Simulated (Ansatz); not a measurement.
**Glassy 70SiO2-12CaO-18Li2O (mol %) (95 atoms) under strain**

Aim: relax glassy 70SiO2-12CaO-18Li2O (mol %) (95 atoms), then change its volume and shape to read moduli from the stress.

Method: Kohn-Sham DFT, revPBE, PAW (set soft_2), plane waves, in Ansatz 0.2.0.

## Step 1: Set-up

The cell holds 95 atoms: 23 Si, 4 Ca, 12 Li and 56 O. Its edges and angles: a = 10.693 Å, b = 10.693 Å, c = 10.693 Å, α = 90.0°, β = 90.0°, γ = 90.0°. 95 atoms (23 Si, 4 Ca, 12 Li, 56 O) placed at random at 2.37 g/cm³, melted at 4000 K for 10 ps at fixed volume with the Morse and Coulomb pair potential with partial charges (Pedone, Malavasi, Menziani, Cormack and Segre, J. Phys. Chem. B 110, 11780 (2006)). Quenched from 4000 K to 300 K at 50 K/ps and fixed volume, held 10 ps at zero pressure, then minimised at fixed cell.

What the set-up can't give: The quench rate of 50 K/ps far exceeds what a furnace or splat quench reaches, so expect more defects and frozen-in strain than in a real sample. The network of bonds at the start is that of the classical potential that made the cell, and needn't be the one that DFT or experiment would give. Only the Γ point is sampled.

## Step 2: Single point at the start

The forces at the start show how far the geometry lies from a minimum of this functional.

Input file input.yaml:

```yaml
crystal:
  lattice:
    - [10.69286, 0.0, 0.0]
    - [0.0, 10.69286, 0.0]
    - [0.0, 0.0, 10.69286]
  atoms:
    - { symbol: Si, position: [0.44565, 0.28944, 0.756] }
    - { symbol: Si, position: [0.66676, 0.1179, 0.87568] }
    - { symbol: Si, position: [0.22607, 0.13405, 0.10337] }
    - { symbol: Si, position: [0.67836, 0.26576, 0.27635] }
    - { symbol: Si, position: [0.40871, 0.83835, 0.79551] }
    - { symbol: Si, position: [0.42092, 0.33652, 0.18759] }
    - { symbol: Si, position: [0.93858, 0.85924, 0.90096] }
    - { symbol: Si, position: [0.789, 0.60227, 0.91155] }
    - { symbol: Si, position: [0.63248, 0.25318, 0.54967] }
    - { symbol: Si, position: [0.24395, 0.03952, 0.36632] }
    - { symbol: Si, position: [0.78089, 0.9447, 0.66421] }
    - { symbol: Si, position: [0.15524, 0.30826, 0.44078] }
    - { symbol: Si, position: [0.77459, 0.53394, 0.19857] }
    - { symbol: Si, position: [0.15187, 0.70544, 0.813] }
    - { symbol: Si, position: [0.20075, 0.72453, 0.19285] }
    - { symbol: Si, position: [0.51054, 0.47812, 0.93981] }
    - { symbol: Si, position: [0.25456, 0.082, 0.80326] }
    - { symbol: Si, position: [0.45047, 0.74341, 0.03955] }
    - { symbol: Si, position: [0.63738, 0.70173, 0.66789] }
    - { symbol: Si, position: [0.3733, 0.79762, 0.42811] }
    - { symbol: Si, position: [0.05939, 0.46733, 0.207] }
    - { symbol: Si, position: [0.04024, 0.44914, 0.91135] }
    - { symbol: Si, position: [0.62829, 0.76641, 0.28266] }
    - { symbol: Ca, position: [0.05436, 0.91173, 0.5899] }
    - { symbol: Ca, position: [0.94248, 0.97307, 0.23935] }
    - { symbol: Ca, position: [0.94342, 0.19472, 0.70686] }
    - { symbol: Ca, position: [0.42176, 0.49493, 0.50542] }
    - { symbol: Li, position: [0.18819, 0.59908, 0.5631] }
    - { symbol: Li, position: [0.74127, 0.9463, 0.10099] }
    - { symbol: Li, position: [0.71785, 0.01505, 0.40258] }
    - { symbol: Li, position: [0.90553, 0.15596, 0.44259] }
    - { symbol: Li, position: [0.09664, 0.94423, 0.04298] }
    - { symbol: Li, position: [0.17189, 0.31804, 0.6828] }
    - { symbol: Li, position: [0.76012, 0.33582, 0.01138] }
    - { symbol: Li, position: [0.69455, 0.50961, 0.44736] }
    - { symbol: Li, position: [0.93012, 0.14085, 0.01067] }
    - { symbol: Li, position: [0.45497, 0.02372, 0.5744] }
    - { symbol: Li, position: [0.47557, 0.00525, 0.06289] }
    - { symbol: Li, position: [0.77153, 0.36551, 0.79341] }
    - { symbol: O, position: [0.90674, 0.95522, 0.00673] }
    - { symbol: O, position: [0.49216, 0.62377, 0.96222] }
    - { symbol: O, position: [0.04177, 0.25358, 0.51981] }
    - { symbol: O, position: [0.34026, 0.70283, 0.5317] }
    - { symbol: O, position: [0.10143, 0.36847, 0.3109] }
    - { symbol: O, position: [0.42881, 0.41867, 0.82663] }
    - { symbol: O, position: [0.08203, 0.12474, 0.1182] }
    - { symbol: O, position: [0.28129, 0.03809, 0.21603] }
    - { symbol: O, position: [0.0453, 0.4231, 0.06135] }
    - { symbol: O, position: [0.35276, 0.97206, 0.75196] }
    - { symbol: O, position: [0.40203, 0.4216, 0.30242] }
    - { symbol: O, position: [0.6921, 0.62353, 0.29013] }
    - { symbol: O, position: [0.60685, 0.59281, 0.57752] }
    - { symbol: O, position: [0.08649, 0.82383, 0.89081] }
    - { symbol: O, position: [0.08939, 0.81516, 0.16799] }
    - { symbol: O, position: [0.64963, 0.43992, 0.90917] }
    - { symbol: O, position: [0.59912, 0.11422, 0.51292] }
    - { symbol: O, position: [0.12313, 0.57259, 0.87874] }
    - { symbol: O, position: [0.45212, 0.85897, 0.94166] }
    - { symbol: O, position: [0.91766, 0.5215, 0.23909] }
    - { symbol: O, position: [0.72691, 0.81456, 0.61412] }
    - { symbol: O, position: [0.29512, 0.7427, 0.8067] }
    - { symbol: O, position: [0.28132, 0.76416, 0.31416] }
    - { symbol: O, position: [0.77937, 0.16048, 0.2903] }
    - { symbol: O, position: [0.74662, 0.27633, 0.63699] }
    - { symbol: O, position: [0.65825, 0.32717, 0.41764] }
    - { symbol: O, position: [0.31059, 0.72985, 0.08704] }
    - { symbol: O, position: [0.31848, 0.21053, 0.75263] }
    - { symbol: O, position: [0.54656, 0.7691, 0.15168] }
    - { symbol: O, position: [0.72946, 0.38688, 0.19504] }
    - { symbol: O, position: [0.85178, 0.01891, 0.55871] }
    - { symbol: O, position: [0.24599, 0.18576, 0.40816] }
    - { symbol: O, position: [0.8733, 0.73007, 0.92426] }
    - { symbol: O, position: [0.54018, 0.23984, 0.22223] }
    - { symbol: O, position: [0.73282, 0.86927, 0.2762] }
    - { symbol: O, position: [0.52022, 0.78548, 0.71731] }
    - { symbol: O, position: [0.15143, 0.58402, 0.20621] }
    - { symbol: O, position: [0.46866, 0.41486, 0.06861] }
    - { symbol: O, position: [0.12496, 0.05973, 0.74263] }
    [... 11 atom lines left out ...]
    - { symbol: O, position: [0.51928, 0.78953, 0.38517] }
    - { symbol: O, position: [0.7579, 0.58825, 0.06229] }
    - { symbol: O, position: [0.63552, 0.05299, 0.0021] }
    - { symbol: O, position: [0.7067, 0.64654, 0.79204] }
    - { symbol: O, position: [0.21992, 0.41035, 0.52934] }
    - { symbol: O, position: [0.06983, 0.3328, 0.83055] }
kpoints:
  mp_grid: { grid: [1, 1, 1] }
hamiltonian:
  xc: revpbe
scf:
  occupations: { method: fixed }
output:
  forces: true
```

Launch:

```sh
$ ansatz run input.yaml --threads 4 --pin off --max-ram 8192MiB --backend cpu --events-out ev --progress --plain --runs-dir out
```

Numbers of over 12 decimals in the logs are rounded to 6 here.

The log of the run:

```text
Engine: ansatz 0.2.0, x86_64-unknown-linux-gnu
Pseudopotentials: kind: paw
Pseudopotential: Si, paw, valence charge 4, recommended cutoff 420 eV (normal), Si.paw.azcp
Pseudopotential: Ca, paw, valence charge 10, recommended cutoff 420 eV (normal), Ca.paw.azcp
Pseudopotential: Li, paw, valence charge 3, recommended cutoff 420 eV (normal), Li.paw.azcp
Pseudopotential: O, paw, valence charge 6, recommended cutoff 420 eV (normal), O.paw.azcp
[... 5 lines on functional and potentials left out ...]
Crystal: 95 atoms, lattice volume = 1222.592 Å³
Basis set: ecut = 420 eV, 23847 PW (Γ), exchange–correlation on 144×144×144 points (8 copies of the dense FFT grid, shifted against one another)
Bands: 347, of which v1, the nominal top of the filled ones, is band 252 counted from 1 (251 counted from 0)
Symmetry: 1 space group operations
Space group: P1 (ITA 1), of the structure as read, at distance tolerance 1.1e-4 Å
k-points: 1
[... 12 lines on functional and potentials left out ...]
Initial density: superposition of atomic densities (neutral atoms: chi_scale 0, normalization atom), corrected by the library's trained network
Initial wavefunctions: pseudopotential atomic-orbital guess
Functional: x = revpbe(κ = 1.245, μ = 0.219515), c = pbe(β = 0.066725)
SCF iter   1: F=—  HF=-56370.524638 eV  |F-HF|=—  |Δ(HF+E_count)|=         —  Δρ=3.43e-3  dr2=1.54e-1  ethr=1.77e-3  ⟨swp⟩=6.0  Hψ=1572  notcnv=0  defer=91
preconditioner: auto → Resta (q_TF=auto, 2.354 Å⁻¹)  ε∞=3.0  [insulator: Δε(μ)=3.954 eV  Ē_g=16.507 eV  n_scr=256 (ndim 8)  ℏωp=23.1 eV  f_vac=0.147  ε∞_Penn≈3.0]
SCF iter   2: F=—  HF=-56370.515392 eV  |F-HF|=—  |Δ(HF+E_count)|=   9.25e-3  Δρ=1.78e-3  dr2=2.48e-2  ethr=3.06e-5  ⟨swp⟩=4.0  Hψ=544  notcnv=0  defer=93
SCF iter   3: F=—  HF=-56370.521628 eV  |F-HF|=—  |Δ(HF+E_count)|=   6.24e-3  Δρ=6.89e-4  dr2=7.10e-3  ethr=4.93e-6  ⟨swp⟩=3.0  Hψ=447  notcnv=0  defer=74
automatic band count: iteration 3 solves 328 bands in place of 347: the levels show a gap, and the empty bands left out lie too high to hold charge; the band table lists the bands solved (type scf.n_extra_bands for more)
SCF iter   4: F=—  HF=-56370.523409 eV  |F-HF|=—  |Δ(HF+E_count)|=   1.78e-3  Δρ=2.11e-4  dr2=5.54e-4  ethr=1.41e-6  ⟨swp⟩=3.0  Hψ=447  notcnv=0  defer=74
SCF iter   5: F=—  HF=-56370.523700 eV  |F-HF|=—  |Δ(HF+E_count)|=   2.91e-4  Δρ=9.88e-5  dr2=1.14e-4  ethr=1.10e-7  ⟨swp⟩=2.0  Hψ=456  notcnv=0  defer=74
SCF iter   6: F=—  HF=-56370.523823 eV  |F-HF|=—  |Δ(HF+E_count)|=   1.24e-4  Δρ=2.66e-5  dr2=8.82e-6  ethr=2.26e-8  ⟨swp⟩=2.0  Hψ=445  notcnv=0  defer=74
SCF iter   7: F=—  HF=-56370.524616 eV  |F-HF|=—  |Δ(HF+E_count)|=   7.92e-4  Δρ=1.58e-5  dr2=2.31e-6  ethr=1.75e-9  ⟨swp⟩=2.0  Hψ=580  notcnv=0  defer=74
SCF iter   8: F=—  HF=-56370.524617 eV  |F-HF|=—  |Δ(HF+E_count)|=   1.70e-6  Δρ=5.64e-6  dr2=3.04e-7  ethr=4.58e-10  ⟨swp⟩=3.0  Hψ=462  notcnv=0  defer=74
SCF iter   9: F=-56370.524618 eV  HF=-56370.524618 eV  |F-HF|=2.14e-8  |Δ(HF+E_count)|=   5.31e-7  Δρ=2.14e-6  dr2=4.89e-8  ethr=1.98e-11  ⟨swp⟩=5.0  Hψ=1007  notcnv=0
SCF 1 converged in 9 iterations: F = -56370.524618 eV  dr2 = 4.89e-8
  greatest PAW one-centre occupation: 1.000 electrons in one spin orbital (limit 2), on the Li atom at site 35 (counted from 0), in its partial waves of l = 0
SCF converged after 9 iterations
Free energy (F): -56370.524618 eV
Harris-Foulkes:  -56370.524618 eV  (|F-HF|=2.14e-8)
Internal energy: -56370.524618 eV  (E = F + TS)
E sigma→0 (E₀):  -56370.524618 eV
Fermi energy:    3.881657 eV
--- Per-component energies (eV) ---
  E_band       = -3298.615174
  E_kinetic    = 12457.064444
  E_local      = -34547.833591  (includes V_loc(G=0)·N_el)
  E_nonlocal   = 3059.810145
  E_hartree    = 12765.106744
  E_xc         = -6169.507811
  E_vxc        = -7296.805627  (∫ρ·V_xc dr)
  E_paw        = -24505.915214  (= ΣΔE_a)
  E_vpaw       = -2501.208032  (= ΣTr[D̂ρ^β])
  E_aug_tail   = 0.142690  (compensation charges beyond the density's cutoff)
  E_ewald      = -19427.939670
  E_core_change = -1.452355  (= ΣΔE_core)
  E_smearing   = -0.000000  (= −TS)
  E_closure    = 0.000000  (closes the sum)
  Σ components = -56370.524618   (vs F -56370.524618, Δ=0.00e0)
--- Forces (eV/Å), atoms counted from 1 ---
  atom   1  Si     2.69703324    -1.41681923     1.31883914
  atom   2  Si    -0.32761025     0.10530872    -1.15144104
  atom   3  Si     1.12586065    -0.25523475     0.75162293
  atom   4  Si    -1.44186311     1.15417509     0.66940966
  atom   5  Si    -0.85686469    -0.18358716     1.35493668
  atom   6  Si     1.09306470    -0.19776040    -0.11650129
  atom   7  Si    -0.39253133    -1.56812036    -1.36234423
  atom   8  Si     0.15866453     0.14529107     0.16539498
  atom   9  Si    -0.19800811    -1.62076740     0.01381458
  atom  10  Si    -0.03688480     0.85164706    -1.05264208
  atom  11  Si    -0.77932303    -0.10803368     2.60652065
  atom  12  Si     0.26291557    -0.57740890    -0.44728900
  atom  13  Si     0.25334742    -0.55294709    -0.95468794
  atom  14  Si    -1.83117605     0.40677582     0.03198233
[...]
atom  94  O      1.09594271     1.40317273     1.01938807
  atom  95  O      0.16172146    -2.05817510    -1.69927766
  max |Σ_I F_I| component: 1.21e-4 eV/Å
```

Elapsed: 6 s, on 4 threads of Intel Xeon Platinum 8375C at 2.90GHz (Ice Lake), shared host; peak memory 1.4 GiB; 21 s of CPU time.

The column dr2 measures how far the density is from self-consistency, as an energy; F and HF (Harris–Foulkes) agree once it is small.

The r.m.s. force at the start is 1.0 eV/Å.

(Continued in part 2 of 3.)

[Logs are printed without paths, hosts, clocks, repeated set-up lines and the standing remarks that a program may print on its own settings, such as how far it seeks lower states.]

[Hosts, paths, dates, database ids (printed as entryN), source tags and the programs' standing remarks are cut or masked in the printed files.]
